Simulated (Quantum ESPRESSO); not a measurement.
# Magnetic state of Fe2B from several starts

Aim: find out which collinear order of Fe2B costs least.

Program: Quantum ESPRESSO 7.5. Level of theory: PBEsol; plane waves with GBRV 1.5 PBEsol potentials, no spin-orbit coupling. Results are calculated unless marked as measured.

Experimental background.

“Structural transformation and magnetic properties of (Fe0.7Co0.3)2B alloys doped with 5d elements: A combined first-principles and experimental study” (2021, arxiv:2104.13724) quotes from earlier work for Fe2B, tetragonal CuAl2-type (quoted from earlier experiment): moment (total moment per 3d atom) about 1.9 μB [rounded literature value quoted in introduction; per 3d atom, temperature not stated].

The database entry behind the starting cell differs from later determinations by our own check (0.1 to 0.3 % short, probably kX units), so it need not match the best structure at ambient conditions.

## (1) The structure

Symmetry: I4/mcm, No. 140, tetragonal system. The conventional cell has a = 5.099 Å, b = 5.099 Å, c = 4.240 Å, α = 90.00°, β = 90.00°, γ = 90.00°. Nearest to Fe lie 4 B at 2.18 Å and 3 Fe at 2.41 to 2.43 Å. Nearest to B lie 2 B at 2.12 Å and 8 Fe at 2.18 Å. Farther neighbours are not listed.

The cell comes from the Crystallography Open Database.

## (2) Run 1, typed as ferro ++++

The signs are those of the starting moments on the seeded atoms, the atoms that are given a moment.

File pw.in:

```
&CONTROL
  calculation = 'scf'
  prefix = 'pwscf'
  outdir = './tmp'
  pseudo_dir = './pseudo'
  disk_io = 'nowf'
/
&SYSTEM
  ibrav = 0
  nat = 6
  ntyp = 2
  ecutwfc = 40
  ecutrho = 280
  nbnd = 52
  occupations = 'smearing'
  smearing = 'fd'
  degauss = 0.00734986
  nspin = 2
  starting_magnetization(1) = 0.175
  starting_magnetization(2) = 0
/
&ELECTRONS
  conv_thr = 1.2d-08
  electron_maxstep = 150
  mixing_beta = 0.3
/
ATOMIC_SPECIES
Fe     55.8450 fe_pbesol_v1.5.uspp.F.UPF
B      10.8100 b_pbesol_v1.4.uspp.F.UPF
CELL_PARAMETERS angstrom
  -2.5495000000    2.5495000000    2.1200000000
   2.5495000000   -2.5495000000    2.1200000000
   2.5495000000    2.5495000000   -2.1200000000
ATOMIC_POSITIONS crystal
Fe      0.1670000000    0.6670000000    0.8340000000
Fe      0.3330000000    0.1670000000    0.5000000000
Fe      0.8330000000    0.3330000000    0.1660000000
Fe      0.6670000000    0.8330000000    0.5000000000
B       0.7500000000    0.7500000000    0.0000000000
B       0.2500000000    0.2500000000    0.0000000000
K_POINTS automatic
8 8 8 0 0 0
```

Started as:

```sh
> OMP_NUM_THREADS=1 mpirun -n 4 pw.x -nk 4 -in pw.in > pw.out
```

The log of the run:

```text
Program PWSCF v.7.5 starts

     Message from routine setup:
     using ibrav=0 with symmetry is DISCOURAGED, use correct ibrav instead

     K-points division:     npool     =       4
     Subspace diagonalization in iterative solution of the eigenvalue problem:

     G-vector sticks info
     --------------------
     sticks:   dense  smooth     PW     G-vecs:    dense   smooth      PW
     Sum        1221     687    249                29397    12681    2693

     Using Slab Decomposition

     bravais-lattice index     =            0
     lattice parameter (alat)  =       7.9040  a.u.
     unit-cell volume          =     371.9654 (a.u.)^3
     number of atoms/cell      =            6
     number of atomic types    =            2
     number of electrons       =        70.00
     number of Kohn-Sham states=           52
     kinetic-energy cutoff     =      40.0000  Ry
     charge density cutoff     =     280.0000  Ry
     scf convergence threshold =      1.2E-08
     mixing beta               =       0.3000
     number of iterations used =            8  plain     mixing
     Exchange-correlation= SLA  PW   PSX  PSC
                           (   1   4  10   8   0   0   0)

     celldm(1)=   7.904004  celldm(2)=   0.000000  celldm(3)=   0.000000
     celldm(4)=   0.000000  celldm(5)=   0.000000  celldm(6)=   0.000000

     crystal axes: (cart. coord. in units of alat)
               a(1) = (  -0.609546   0.609546   0.506859 )
               a(2) = (   0.609546  -0.609546   0.506859 )
               a(3) = (   0.609546   0.609546  -0.506859 )

     reciprocal axes: (cart. coord. in units 2 pi/alat)
               b(1) = ( -0.000000  0.820282  0.986467 )
               b(2) = (  0.820282 -0.000000  0.986467 )
               b(3) = (  0.820282  0.820282  0.000000 )

     PseudoPot. # 1 for Fe read from file:
     fe_pbesol_v1.5.uspp.F.UPF
     Pseudo is Ultrasoft + core correction, Zval = 16.0
     Generated by new atomic code, or converted to UPF format
     Using radial grid of  861 points,  6 beta functions with:
                l(1) =   0
                l(2) =   0
                l(3) =   1
                l(4) =   1
                l(5) =   2
                l(6) =   2
     Q(r) pseudized with  8 coefficients,  rinner =    1.000   1.000   1.000
                                                       1.000   1.000

     PseudoPot. # 2 for B  read from file:
     b_pbesol_v1.4.uspp.F.UPF
     Pseudo is Ultrasoft + core correction, Zval =  3.0
     Generated by new atomic code, or converted to UPF format
     Using radial grid of  781 points,  4 beta functions with:
                l(1) =   0
                l(2) =   0
                l(3) =   1
                l(4) =   1
     Q(r) pseudized with  8 coefficients,  rinner =    1.100   1.100   1.100

     atomic species   valence    mass     pseudopotential
     Fe               16.00    55.84500     Fe( 1.00)
     B                 3.00    10.81000     B ( 1.00)

     Starting magnetic structure
     atomic species   magnetization
     Fe              0.175
     B               0.000

     16 Sym. Ops., with inversion, found ( 8 have fractional translation)

   Cartesian axes

     site n.     atom                  positions (alat units)
         1        Fe     tau(   1) = (   0.8131348   0.2035885   0.0000000  )
         2        Fe     tau(   2) = (   0.2035885   0.4059579   0.0000000  )
         3        Fe     tau(   3) = (  -0.2035885   0.4059579   0.5068595  )
         4        Fe     tau(   4) = (   0.4059579   0.2035885   0.5068595  )
         5        B      tau(   5) = (  -0.0000000   0.0000000   0.7602892  )
         6        B      tau(   6) = (   0.0000000   0.0000000   0.2534297  )

     number of k points=    59  Fermi-Dirac smearing, width (Ry)=  0.0073
                       cart. coord. in units 2pi/alat
        k(    1) = (   0.0000000   0.0000000   0.0000000), wk =   0.0019531
        k(    2) = (   0.1025353   0.1025353   0.0000000), wk =   0.0078125
        k(    3) = (   0.2050705   0.2050705   0.0000000), wk =   0.0078125
        k(    4) = (   0.3076058   0.3076058   0.0000000), wk =   0.0078125
        k(    5) = (  -0.4101411  -0.4101411   0.0000000), wk =   0.0039062
        [... 54 further k-points ...]

     Dense  grid:    29397 G-vectors     FFT dimensions: (  48,  48,  45)

     Smooth grid:    12681 G-vectors     FFT dimensions: (  32,  32,  32)

     Check: negative core charge=   -0.000056
     Generating pointlists ...
     new r_m :   0.2145 (alat units)  1.6956 (a.u.) for type    1
     new r_m :   0.2091 (alat units)  1.6526 (a.u.) for type    2

     Initial potential from superposition of free atoms

     starting charge      65.9994, renormalised to      70.0000
     Starting wfcs are   60 randomized atomic wfcs

     Self-consistent Calculation

     iteration #  1     ecut=    40.00 Ry     beta= 0.30
     Davidson diagonalization with overlap
     ethr =  1.00E-02,  avg # of iterations =  2.4

     total energy              =   -1010.78491030 Ry
     estimated scf accuracy    <      11.40413476 Ry

     total magnetization       =     6.56 Bohr mag/cell
     absolute magnetization    =     6.95 Bohr mag/cell

     iteration #  2     ecut=    40.00 Ry     beta= 0.30
     Davidson diagonalization with overlap
     ethr =  1.00E-02,  avg # of iterations =  2.0

     total energy              =   -1013.29881255 Ry
     estimated scf accuracy    <       2.33382143 Ry

     total magnetization       =     7.44 Bohr mag/cell
     absolute magnetization    =     8.13 Bohr mag/cell

     iteration #  3     ecut=    40.00 Ry     beta= 0.30
     Davidson diagonalization with overlap
     ethr =  3.33E-03,  avg # of iterations =  1.1

     total energy              =   -1013.64672113 Ry
     estimated scf accuracy    <       0.05706772 Ry

     total magnetization       =     7.99 Bohr mag/cell
     absolute magnetization    =     8.61 Bohr mag/cell

     [... further iterations left out ...]

     iteration # 10     ecut=    40.00 Ry     beta= 0.30
     Davidson diagonalization with overlap
     ethr =  9.14E-09,  avg # of iterations =  1.1

     total energy              =   -1013.66454280 Ry
     estimated scf accuracy    <       0.00000890 Ry

     total magnetization       =     7.64 Bohr mag/cell
     absolute magnetization    =     8.51 Bohr mag/cell

     iteration # 11     ecut=    40.00 Ry     beta= 0.30
     Davidson diagonalization with overlap
     ethr =  9.14E-09,  avg # of iterations =  1.6

     total energy              =   -1013.66454655 Ry
     estimated scf accuracy    <       0.00000009 Ry

     total magnetization       =     7.63 Bohr mag/cell
     absolute magnetization    =     8.49 Bohr mag/cell

     iteration # 12     ecut=    40.00 Ry     beta= 0.30
     Davidson diagonalization with overlap
     ethr =  1.29E-10,  avg # of iterations =  2.3

     total energy              =   -1013.66454668 Ry
     estimated scf accuracy    <       0.00000002 Ry

     total magnetization       =     7.62 Bohr mag/cell
     absolute magnetization    =     8.49 Bohr mag/cell

     iteration # 13     ecut=    40.00 Ry     beta= 0.30
     Davidson diagonalization with overlap
     ethr =  2.48E-11,  avg # of iterations =  2.2

     Magnetic moment per site  (integrated on atomic sphere of radius R)
     atom   1 (R=0.215)  charge= 13.7500  magn=  1.9546
     atom   2 (R=0.215)  charge= 13.7500  magn=  1.9546
     atom   3 (R=0.215)  charge= 13.7500  magn=  1.9546
     atom   4 (R=0.215)  charge= 13.7500  magn=  1.9546
     atom   5 (R=0.209)  charge=  2.0432  magn= -0.1220
     atom   6 (R=0.209)  charge=  2.0432  magn= -0.1220

     End of self-consistent calculation

     Number of k-points >= 100: set verbosity='high' to print the bands.

     the Fermi energy is    17.9471 ev

!    total energy              =   -1013.66454670 Ry
     estimated scf accuracy    <          1.2E-09 Ry
     smearing contrib. (-TS)   =      -0.01104862 Ry
     internal energy E=F+TS    =   -1013.65349808 Ry

     The total energy is F=E-TS. E is the sum of the following terms:
     one-electron contribution =    -484.54457459 Ry
     hartree contribution      =     284.38333090 Ry
     xc contribution           =    -121.64920257 Ry
     ewald contribution        =    -691.84305182 Ry

     total magnetization       =     7.62 Bohr mag/cell
     absolute magnetization    =     8.49 Bohr mag/cell

     convergence has been achieved in  13 iterations

=------------------------------------------------------------------------------=
   JOB DONE.
=------------------------------------------------------------------------------=
```

Run time: 41 s. Hardware: 4 MPI ranks of Arm Neoverse V2, shared host; peak memory 0.5 GiB; 2.7 min of CPU time.

Spin moment in the atom's sphere by atom:

```csv
atom,spin moment in the atom's sphere (μB)
Fe1,1.95
Fe2,1.95
Fe3,1.95
Fe4,1.95
B5,-0.12
B6,-0.12
```

This step gave:

| Quantity | Value |
| --- | --- |
| smearing term TS | 0.1503 eV |
| magnetization | 7.623 μB |
| absolute magnetization | 8.486 μB |
| final state | ferromagnetic |

Spin density in the ab plane of the conventional cell at fractional z = 0.000, with atoms of Fe within 0.2 Å of it.

Ten even steps from '0' (0.0 e/Å³) to '9' (4.1 e/Å³), each cell a mean:
```
00001100000000
00027710000000
00027510000100
00001100002651
00000000002771
00000000000210
00000000000000
02520000000000
04950000000000
01420000132000
00000000495000
00000000252000
00000000000000
```
Columns run along a (5.1 Å), rows up along b (5.1 Å), edges of the conventional cell, whose origin can differ from the input's. Atoms in or near the plane, at fractional coordinates: Fe at (0.67, 0.17), Fe at (0.17, 0.33), Fe at (0.33, 0.83), Fe at (0.83, 0.67).

Valence density in the ab plane of the conventional cell at fractional z = 0.000, with atoms of Fe within 0.2 Å of it. It is the smooth field of the valence electrons, not physical close to the nuclei.

Ten even steps from '_' (0 e/Å³) to '@' (22 e/Å³), each cell a mean:
```
________::..________________
______--%%%%..______________
______::%%%%..________....__
________....________::%%##..
____________________--@@%%..
______________________::::__
____________________________
__--**--____________________
__**@@##____________________
__::++--________::++::______
________________**@@##______
________________--##==______
____________________________
```
Columns run along a (5.1 Å), rows up along b (5.1 Å), edges of the conventional cell, whose origin can differ from the input's. Atoms in or near the plane, at fractional coordinates: Fe at (0.67, 0.17), Fe at (0.17, 0.33), Fe at (0.33, 0.83), Fe at (0.83, 0.67).

(Part 1 of 2 ends here.)

[Logs and program files are shortened in this print: banners, set-up blocks, solver, clock and traceback lines can be left out without a mark of their own.]

[Logs are printed without paths, hosts, clocks, repeated set-up lines and the standing remarks that a program may print on its own settings, such as how far it seeks lower states.]

[Hosts, paths, dates, database ids (printed as entryN), source tags and the programs' standing remarks are cut or masked in the printed files.]

[Where a cell is said to come from a database of computed structures, the database is the Materials Project.]
